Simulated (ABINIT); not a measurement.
# Completion of the band sum in GW: Tellurium (P3_121, 3 atoms a cell), part 2 of 2

Wanted: gap and time of Tellurium (P3_121, 3 atoms a cell) with truncated and completed band sums.

ABINIT 10.8.3; PBE and many-body steps on it, plane waves. Known limits of the many-body steps: short of the basis limit; model gap, bands may invert with spin-orbit coupling; exchange with frozen shells missing; screening runs away on this mesh; no spin-orbit coupling; coarse k mesh.

So far. Step 3 (Screening, 3×3×2 mesh, 241 bands, screening to 152.4 eV): Local fields lower ε∞ by 21 %. The value itself is an artefact of the mesh, where one narrow direct gap carries too much weight. Step 4 (241 bands): The gap on the mesh goes from 0.17 eV to 0.50 eV, a correction of +0.32 eV.

The database entry behind the starting cell differs from other determinations of this structure, so it need not match the best structure at room temperature.

### 6. 43 bands

This step: G0W0 on PBE, plane waves, norm-conserving pseudopotentials.

run.abi

```
acell 3*1.0 Angstrom
rprim 
  4.454000000025 -0.000000000006 0.000000000000
  -2.227000000008 3.857277148481 0.000000000000
  0.000000000000 0.000000000000 5.924000000000
ntypat 1
znucl 52
natom 3
typat 1 1 1
xred 
  0.269000000000 0.000000000000 0.333333333333
  0.000000000000 0.269000000000 0.666666666667
  0.731000000000 0.731000000000 -0.000000000000
pp_dirpath "pseudos"
pseudos "Te.upf"
ecut 34
ngkpt 3 3 2
nshiftk 1
shiftk 0 0 0
kptopt 1
chksymbreak 0
istwfk *1
occopt 1
irdwfk 1
optdriver 4
nband 43
gwcalctyp 0
ecutsigx 34
symsigma 1
nkptgw 2
kptgw 
  0.3333333333 0.3333333333 0.5000000000
  0.0000000000 0.0000000000 0.0000000000
bdgw 
  23 27
  22 26
ecuteps 5.6
irdscr 1
ppmodel 1
indata_prefix "in"
outdata_prefix "out"
tmpdata_prefix "tmp"
```

Launch:

```sh
OMP_NUM_THREADS=1 mpirun -n 4 abinit run.abi > log
```

Standard output:

```text
.Version 10.8.3 of ABINIT. v10.8.2 released Aug 2026.

 Symmetries : space group P3_1 2 1 (#152); Bravais hP (primitive hexag.)
[... echo of the input left out ...]
== DATASET  1 ==================================================================
-   mpi_nproc: 4, omp_nthreads: 1 (-1 if OMP is not activated)

--- !DatasetInfo
iteration_state: {dtset: 1, }
dimensions: {natom: 3, nkpt: 6, mband: 43, nsppol: 1, nspinor: 1, nspden: 1, mpw: 6557, }
cutoff_energies: {ecut:  34.0, pawecutdg:  -1.0, }
electrons: {nelect:   4.80000000E+01, charge:   0.00000000E+00, occopt:   1.00000000E+00, tsmear:   1.00000000E-02, }

 SIGMA: Calculation of the GW corrections

 Based on a program developped by R.W. Godby, V. Olevano, G. Onida, and L. Reining.
 Incorporated in ABINIT by V. Olevano, G.-M. Rignanese, and M. Torrent.
.Using double precision arithmetic ; gwpc =  8

[... cell and pseudopotentials left out ...]
--------------------------------------------------------------------------------

 ==== K-mesh for the wavefunctions ====
 Number of points in the irreducible wedge :     6
[... list of points left out ...]
 Together with  6 symmetry operations and time-reversal symmetry
 yields    18 points in the full Brillouin Zone.

 ==== Q-mesh for screening function ====
 Number of points in the irreducible wedge :     6
[... list of points left out ...]
 Together with  6 symmetry operations and time-reversal symmetry
 yields    18 points in the full Brillouin Zone.

 vcoul_init : cutoff-mode = AUXILIARY_FUNCTION
 q-points for optical limit:   1
     1)      0.000010    0.000020    0.000030
 setmesh: FFT mesh size selected  =    40x   40x   60
          total number of points  =        96000

 Number of electrons calculated from density =   48.0000; Expected =   48.0000
[...]
number of omega for Sigma on real axis              0
 max omega for Sigma on real axis  [eV]           0.00
 zcut for avoiding poles [eV]                     0.10

 EPSILON^-1 parameters (SCR file):
 dimension of the eps^-1 matrix on file            449
 dimension of the eps^-1 matrix used               449
 number of plane-waves for wavefunctions          6557
 number of bands                                    43
 number of q-points in IBZ                           6
 number of frequencies                               2
 number of real frequencies                          1
 number of imag frequencies                          1

 matrix elements of self-energy operator (all in [eV])

 Perturbative Calculation

--- !SelfEnergy_ee
iteration_state: {dtset: 1, }
kpoint     : [   0.333,    0.333,    0.500, ]
spin       : 1
KS_gap     :    0.174
QP_gap     :    0.500
Delta_QP_KS:    0.326
data: !SigmaeeData |
     Band     E0 <VxcDFT>   SigX SigC(E0)      Z dSigC/dE  Sig(E)    E-E0       E
       23   4.683 -12.381 -14.438   2.235   0.790  -0.266 -12.240   0.141   4.824
       24   4.683 -12.381 -14.438   2.235   0.790  -0.266 -12.240   0.141   4.824
       25   4.857 -11.885  -9.305  -1.989   0.791  -0.264 -11.418   0.467   5.324
[...]
--- !SelfEnergy_ee
iteration_state: {dtset: 1, }
kpoint     : [   0.000,    0.000,    0.000, ]
spin       : 1
KS_gap     :    1.861
QP_gap     :    2.230
Delta_QP_KS:    0.370
data: !SigmaeeData |
     Band     E0 <VxcDFT>   SigX SigC(E0)      Z dSigC/dE  Sig(E)    E-E0       E
[...]
25   5.696 -12.128  -9.580  -2.001   0.787  -0.271 -11.698   0.430   6.126
       26   5.696 -12.128  -9.580  -2.001   0.787  -0.271 -11.698   0.430   6.126

== END DATASET(S) ==============================================================
================================================================================

 -outvars: echo values of variables after computation  --------
           etotal      0.0000000000E+00
            nband          43
             nkpt           6
          spgroup         152
 [... the other variables as echoed above ...]

 Calculation completed.
```

The job ended after 11 s (4 MPI ranks of Arm Neoverse V1, shared host; peak memory 0.94 GiB; 40 s of CPU time).

This step gave:

```
G0W0 gap on the mesh                         : 0.5 eV
starting gap on the mesh                     : 0.1739 eV
k of the valence top                         : 0.3333, 0.3333, 0.5
k of the conduction bottom                   : 0.3333, 0.3333, 0.5
Z at the valence top                         : 0.79
Z at the conduction bottom                   : 0.791
least direct G0W0 gap on the computed points : 0.5 eV
```

Against G0W0 in ABINIT (3×3×2 mesh, 241 bands, screening to 152.4 eV, Godby-Needs plasmon pole), the gap moves by +0.003 eV.

### 7. Screening, 3×3×2 mesh, 43 bands, screening to 152.4 eV

This step: RPA screening on PBE, plane waves, norm-conserving pseudopotentials.

Edit run.abi of step 6 so:

```diff
@@ -24,17 +24,10 @@
 irdwfk 1
-optdriver 4
+optdriver 3
 nband 43
-gwcalctyp 0
-ecutsigx 34
-symsigma 1
-nkptgw 2
-kptgw 
-  0.3333333333 0.3333333333 0.5000000000
-  0.0000000000 0.0000000000 0.0000000000
-bdgw 
-  23 27
-  22 26
 ecuteps 5.6
-irdscr 1
-ppmodel 1
+inclvkb 2
+awtr 1
+symchi 1
+gwcomp 1
+gwencomp 3
 indata_prefix "in"
```

Standard output:

```text
.Version 10.8.3 of ABINIT. v10.8.2 released Aug 2026.

 Symmetries : space group P3_1 2 1 (#152); Bravais hP (primitive hexag.)
[... echo of the input left out ...]
== DATASET  1 ==================================================================
-   mpi_nproc: 4, omp_nthreads: 1 (-1 if OMP is not activated)

--- !DatasetInfo
iteration_state: {dtset: 1, }
dimensions: {natom: 3, nkpt: 6, mband: 43, nsppol: 1, nspinor: 1, nspden: 1, mpw: 6557, }
cutoff_energies: {ecut:  34.0, pawecutdg:  -1.0, }
[...]
--------------------------------------------------------------------------------
[... chi0 elements left out ...]
 For q-point:  0.000010 0.000020 0.000030
  dielectric constant =   1.63798E+03
  dielectric constant without local fields =   2.09891E+03

  Average fulfillment of the sum rule on Im[epsilon] for q-point    1 :    242.76  [%]
[... wings left out ...]
  q-point number  2        q = ( 0.333333, 0.000000, 0.000000) [r.l.u.]
--------------------------------------------------------------------------------
[... chi0 elements left out ...]
  Average fulfillment of the sum rule on Im[epsilon] for q-point    2 :    248.23  [%]

 [... 4 further q-points ...]
```

Elapsed: 71 s, on 4 MPI ranks; peak memory 0.74 GiB.

Numbers from this step:

```
ε∞ with local fields, on this mesh    : 1638
ε∞ without local fields, on this mesh : 2099
plasma frequency                      : 25.50 eV
plane waves in the screening matrix   : 449
```

### 8. 43 bands, completed

This step: G0W0 on PBE, plane waves, norm-conserving pseudopotentials.

Edit run.abi of step 7 so:

```diff
@@ -24,8 +24,17 @@
 irdwfk 1
-optdriver 3
+optdriver 4
 nband 43
+gwcalctyp 0
+ecutsigx 34
+symsigma 1
+nkptgw 2
+kptgw 
+  0.3333333333 0.3333333333 0.5000000000
+  0.0000000000 0.0000000000 0.0000000000
+bdgw 
+  23 27
+  22 26
 ecuteps 5.6
-inclvkb 2
-awtr 1
-symchi 1
+irdscr 1
+ppmodel 1
 gwcomp 1
```

Standard output:

```text
.Version 10.8.3 of ABINIT. v10.8.2 released Aug 2026.

 Symmetries : space group P3_1 2 1 (#152); Bravais hP (primitive hexag.)
[... echo of the input left out ...]
== DATASET  1 ==================================================================
-   mpi_nproc: 4, omp_nthreads: 1 (-1 if OMP is not activated)

--- !DatasetInfo
iteration_state: {dtset: 1, }
dimensions: {natom: 3, nkpt: 6, mband: 43, nsppol: 1, nspinor: 1, nspden: 1, mpw: 6557, }
cutoff_energies: {ecut:  34.0, pawecutdg:  -1.0, }
[...]
Band     E0 <VxcDFT>   SigX SigC(E0)      Z dSigC/dE  Sig(E)    E-E0       E
[...]
25   5.696 -12.128  -9.580  -2.652   0.795  -0.258 -12.211  -0.083   5.613
       26   5.696 -12.128  -9.580  -2.652   0.795  -0.258 -12.211  -0.083   5.613

== END DATASET(S) ==============================================================
================================================================================

 -outvars: echo values of variables after computation  --------
           etotal      0.0000000000E+00
            nband          43
             nkpt           6
          spgroup         152
 [... the other variables as echoed above ...]

 Calculation completed.
```

Elapsed: 12 s, on 4 MPI ranks; peak memory 0.92 GiB.

Read from the output:

```yaml
g0w0_gap_on_the_mesh: 0.5090 eV
starting_gap_on_the_mesh: 0.1739 eV
k_of_the_valence_top: 0.3333, 0.3333, 0.5
k_of_the_conduction_bottom: 0.3333, 0.3333, 0.5
least_direct_g0w0_gap_on_the_computed_points: 0.5090 eV
```

Against G0W0 in ABINIT (3×3×2 mesh, 241 bands, screening to 152.4 eV, Godby-Needs plasmon pole), the gap moves by +0.012 eV.

### 9. Screening, 3×3×2 mesh, 100 bands, screening to 152.4 eV

This step: RPA screening on PBE, plane waves, norm-conserving pseudopotentials.

Edit run.abi of step 8 so:

```diff
@@ -24,19 +24,8 @@
 irdwfk 1
-optdriver 4
-nband 43
-gwcalctyp 0
-ecutsigx 34
-symsigma 1
-nkptgw 2
-kptgw 
-  0.3333333333 0.3333333333 0.5000000000
-  0.0000000000 0.0000000000 0.0000000000
-bdgw 
-  23 27
-  22 26
+optdriver 3
+nband 100
 ecuteps 5.6
-irdscr 1
-ppmodel 1
-gwcomp 1
-gwencomp 3
+inclvkb 2
+awtr 1
+symchi 1
 indata_prefix "in"
```

Standard output:

```text
.Version 10.8.3 of ABINIT. v10.8.2 released Aug 2026.

 Symmetries : space group P3_1 2 1 (#152); Bravais hP (primitive hexag.)
[... echo of the input left out ...]
== DATASET  1 ==================================================================
-   mpi_nproc: 4, omp_nthreads: 1 (-1 if OMP is not activated)

--- !DatasetInfo
iteration_state: {dtset: 1, }
dimensions: {natom: 3, nkpt: 6, mband: 100, nsppol: 1, nspinor: 1, nspden: 1, mpw: 6557, }
cutoff_energies: {ecut:  34.0, pawecutdg:  -1.0, }
[...]
--------------------------------------------------------------------------------
[... chi0 elements left out ...]
 For q-point:  0.000010 0.000020 0.000030
  dielectric constant =   1.64792E+03
  dielectric constant without local fields =   2.09898E+03

  Average fulfillment of the sum rule on Im[epsilon] for q-point    1 :     54.36  [%]
[... wings left out ...]
  q-point number  2        q = ( 0.333333, 0.000000, 0.000000) [r.l.u.]
--------------------------------------------------------------------------------
[... chi0 elements left out ...]
  Average fulfillment of the sum rule on Im[epsilon] for q-point    2 :     62.24  [%]

 [... 4 further q-points ...]
```

Run time: 43 s. Hardware: 4 MPI ranks; peak memory 0.94 GiB.

This step gave:

```yaml
eps_infinity_with_local_fields_on_this_mesh: 1648
eps_infinity_without_local_fields_on_this_mesh: 2099
plasma_frequency: 25.50 eV
plane_waves_in_the_screening_matrix: 449
```

### 10. 100 bands

This step: G0W0 on PBE, plane waves, norm-conserving pseudopotentials.

Edit run.abi of step 9 so:

```diff
@@ -24,8 +24,17 @@
 irdwfk 1
-optdriver 3
+optdriver 4
 nband 100
+gwcalctyp 0
+ecutsigx 34
+symsigma 1
+nkptgw 2
+kptgw 
+  0.3333333333 0.3333333333 0.5000000000
+  0.0000000000 0.0000000000 0.0000000000
+bdgw 
+  23 27
+  22 26
 ecuteps 5.6
-inclvkb 2
-awtr 1
-symchi 1
+irdscr 1
+ppmodel 1
 indata_prefix "in"
```

Standard output:

```text
.Version 10.8.3 of ABINIT. v10.8.2 released Aug 2026.

 Symmetries : space group P3_1 2 1 (#152); Bravais hP (primitive hexag.)
[... echo of the input left out ...]
== DATASET  1 ==================================================================
-   mpi_nproc: 4, omp_nthreads: 1 (-1 if OMP is not activated)

--- !DatasetInfo
iteration_state: {dtset: 1, }
dimensions: {natom: 3, nkpt: 6, mband: 100, nsppol: 1, nspinor: 1, nspden: 1, mpw: 6557, }
cutoff_energies: {ecut:  34.0, pawecutdg:  -1.0, }
[...]
Band     E0 <VxcDFT>   SigX SigC(E0)      Z dSigC/dE  Sig(E)    E-E0       E
[...]
25   5.696 -12.128  -9.580  -2.807   0.781  -0.280 -12.330  -0.203   5.493
       26   5.696 -12.128  -9.580  -2.807   0.781  -0.280 -12.330  -0.203   5.493

== END DATASET(S) ==============================================================
================================================================================

 -outvars: echo values of variables after computation  --------
           etotal      0.0000000000E+00
            nband         100
             nkpt           6
          spgroup         152
 [... the other variables as echoed above ...]

 Calculation completed.
```

Run time: 21 s. Hardware: 4 MPI ranks; peak memory 0.99 GiB.

This step gave:

| Item | Value |
| --- | --- |
| G0W0 gap on the mesh | 0.4790 eV |
| starting gap on the mesh | 0.1739 eV |
| k of the valence top | 0.3333, 0.3333, 0.5 |
| k of the conduction bottom | 0.3333, 0.3333, 0.5 |
| least direct G0W0 gap on the computed points | 0.4790 eV |

Against G0W0 in ABINIT (3×3×2 mesh, 241 bands, screening to 152.4 eV, Godby-Needs plasmon pole), the gap moves by −0.018 eV.

### 11. Screening, 3×3×2 mesh, 100 bands, screening to 152.4 eV

This step: RPA screening on PBE, plane waves, norm-conserving pseudopotentials.

Edit run.abi of step 10 so:

```diff
@@ -24,17 +24,10 @@
 irdwfk 1
-optdriver 4
+optdriver 3
 nband 100
-gwcalctyp 0
-ecutsigx 34
-symsigma 1
-nkptgw 2
-kptgw 
-  0.3333333333 0.3333333333 0.5000000000
-  0.0000000000 0.0000000000 0.0000000000
-bdgw 
-  23 27
-  22 26
 ecuteps 5.6
-irdscr 1
-ppmodel 1
+inclvkb 2
+awtr 1
+symchi 1
+gwcomp 1
+gwencomp 3
 indata_prefix "in"
```

Standard output:

```text
.Version 10.8.3 of ABINIT. v10.8.2 released Aug 2026.

 Symmetries : space group P3_1 2 1 (#152); Bravais hP (primitive hexag.)
[... echo of the input left out ...]
== DATASET  1 ==================================================================
-   mpi_nproc: 4, omp_nthreads: 1 (-1 if OMP is not activated)

--- !DatasetInfo
iteration_state: {dtset: 1, }
dimensions: {natom: 3, nkpt: 6, mband: 100, nsppol: 1, nspinor: 1, nspden: 1, mpw: 6557, }
cutoff_energies: {ecut:  34.0, pawecutdg:  -1.0, }
[...]
--------------------------------------------------------------------------------
[... chi0 elements left out ...]
 For q-point:  0.000010 0.000020 0.000030
  dielectric constant =   1.66101E+03
  dielectric constant without local fields =   2.09898E+03

  Average fulfillment of the sum rule on Im[epsilon] for q-point    1 :    210.82  [%]
[... wings left out ...]
  q-point number  2        q = ( 0.333333, 0.000000, 0.000000) [r.l.u.]
--------------------------------------------------------------------------------
[... chi0 elements left out ...]
  Average fulfillment of the sum rule on Im[epsilon] for q-point    2 :    221.65  [%]

 [... 4 further q-points ...]
```

Run time: 67 s. Hardware: 4 MPI ranks; peak memory 0.98 GiB.

This step gave:

| Quantity | Value |
| --- | --- |
| ε∞ with local fields, on this mesh | 1661 |
| ε∞ without local fields, on this mesh | 2099 |
| plasma frequency | 25.50 eV |
| plane waves in the screening matrix | 449 |

### 12. 100 bands, completed

This step: G0W0 on PBE, plane waves, norm-conserving pseudopotentials.

Edit run.abi of step 11 so:

```diff
@@ -24,8 +24,17 @@
 irdwfk 1
-optdriver 3
+optdriver 4
 nband 100
+gwcalctyp 0
+ecutsigx 34
+symsigma 1
+nkptgw 2
+kptgw 
+  0.3333333333 0.3333333333 0.5000000000
+  0.0000000000 0.0000000000 0.0000000000
+bdgw 
+  23 27
+  22 26
 ecuteps 5.6
-inclvkb 2
-awtr 1
-symchi 1
+irdscr 1
+ppmodel 1
 gwcomp 1
```

Standard output:

```text
.Version 10.8.3 of ABINIT. v10.8.2 released Aug 2026.

 Symmetries : space group P3_1 2 1 (#152); Bravais hP (primitive hexag.)
[... echo of the input left out ...]
== DATASET  1 ==================================================================
-   mpi_nproc: 4, omp_nthreads: 1 (-1 if OMP is not activated)

--- !DatasetInfo
iteration_state: {dtset: 1, }
dimensions: {natom: 3, nkpt: 6, mband: 100, nsppol: 1, nspinor: 1, nspden: 1, mpw: 6557, }
cutoff_energies: {ecut:  34.0, pawecutdg:  -1.0, }
[...]
Band     E0 <VxcDFT>   SigX SigC(E0)      Z dSigC/dE  Sig(E)    E-E0       E
[...]
25   5.696 -12.128  -9.580  -3.234   0.784  -0.276 -12.666  -0.538   5.158
       26   5.696 -12.128  -9.580  -3.234   0.784  -0.276 -12.666  -0.538   5.158

== END DATASET(S) ==============================================================
================================================================================

 -outvars: echo values of variables after computation  --------
           etotal      0.0000000000E+00
            nband         100
             nkpt           6
          spgroup         152
 [... the other variables as echoed above ...]

 Calculation completed.
```

Elapsed: 23 s, on 4 MPI ranks; peak memory 0.99 GiB.

Read from the output:

| Quantity | Value |
| --- | --- |
| G0W0 gap on the mesh | 0.5 eV |
| starting gap on the mesh | 0.1739 eV |
| k of the valence top | 0.3333, 0.3333, 0.5 |
| k of the conduction bottom | 0.3333, 0.3333, 0.5 |
| least direct G0W0 gap on the computed points | 0.5 eV |

Against G0W0 in ABINIT (3×3×2 mesh, 241 bands, screening to 152.4 eV, Godby-Needs plasmon pole), the gap moves by +0.003 eV.

### 13. The runs together

Times are wall times on 4 MPI ranks of Arm Neoverse V1, shared host, good to a factor of about two. A run's time includes the screening step that it read.

```
                 run   mesh  bands  screening cutoff (eV)  DFT gap (eV)  gap on the mesh (eV)  direct (eV)  ε∞ used     time
           241 bands  3×3×2    241                  152.4         0.174                 0.497        0.497  1658.51  2.8 min
            43 bands  3×3×2     43                  152.4         0.174                 0.500        0.500  1607.60     25 s
 43 bands, completed  3×3×2     43                  152.4         0.174                 0.509        0.509  1637.98     82 s
           100 bands  3×3×2    100                  152.4         0.174                 0.479        0.479  1647.92     64 s
100 bands, completed  3×3×2    100                  152.4         0.174                 0.500        0.500  1661.01     90 s
```

### 14. Outcome

| Quantity | Value |
| --- | --- |
| 241 bands | 0.497 eV |
| 43 bands | 0.500 eV |
| 43 bands, completed | 0.509 eV |
| 100 bands | 0.479 eV |
| 100 bands, completed | 0.500 eV |

**Reading.** 43 bands: +0.003 eV against 241 bands. 43 bands, completed: +0.012 eV against 241 bands. 100 bands: −0.018 eV against 241 bands. 100 bands, completed: +0.003 eV against 241 bands. The row with most bands is itself short of the limit, so it is no exact reference, and agreement of a truncated run with it can be a cancellation between the edges. The 3×3×2 mesh is coarse for this cell, which bears on the long-range parts of exchange and screening. With atoms this heavy and so narrow a gap, spin-orbit coupling can invert the bands. These scalar-relativistic gaps are then model values, not to be set against experiment, and a spin-orbit change taken from DFT can't simply be added. The norm-conserving file of at least one element keeps a d shell over frozen s and p shells of the same row. Exchange with those shells is missing from the self-energy, an error of 0.3 to 0.9 eV in cases checked, whose sign depends on which edge lies on those atoms. On this mesh the RPA ε∞ passes 90, more than nearly any semiconductor shows; a coarse mesh does this where one point with a narrow direct gap carries much weight. The screening is then too strong, and the G0W0 gap should not be taken as the material's.

[Long decimals in the printed logs are rounded to 6 places.]

[Logs are printed without paths, hosts, clocks, repeated set-up lines and the standing remarks that a program may print on its own settings, such as how far it seeks lower states.]

[Paths, hosts, dates, memory and timing lines, banners, echoed tables and standing remarks are left out of the program output; an Ansatz launch command may be rebuilt from the run's recorded settings. Measured values are a selection of at most five: reports struck by readers or far from the other reports are left out. None is set beside runs whose start may be inverted or whose files or cutoffs have a known fault.]

[Runs of the session that timed out or met a known fault of the program may be left out.]

[Hosts, paths, dates, database ids (printed as entryN), source tags and the programs' standing remarks are cut or masked in the printed files.]

[G0W0 gaps are taken among the corrected bands and points alone; a level outside them can change the order at an edge.]

[Where Ansatz stands beside ABINIT at settings called matched, ABINIT's density can come from a denser mesh and the files from another edition; pairs whose starting gaps differed by over 0.03 eV were left out, so agreement reads better than it is.]
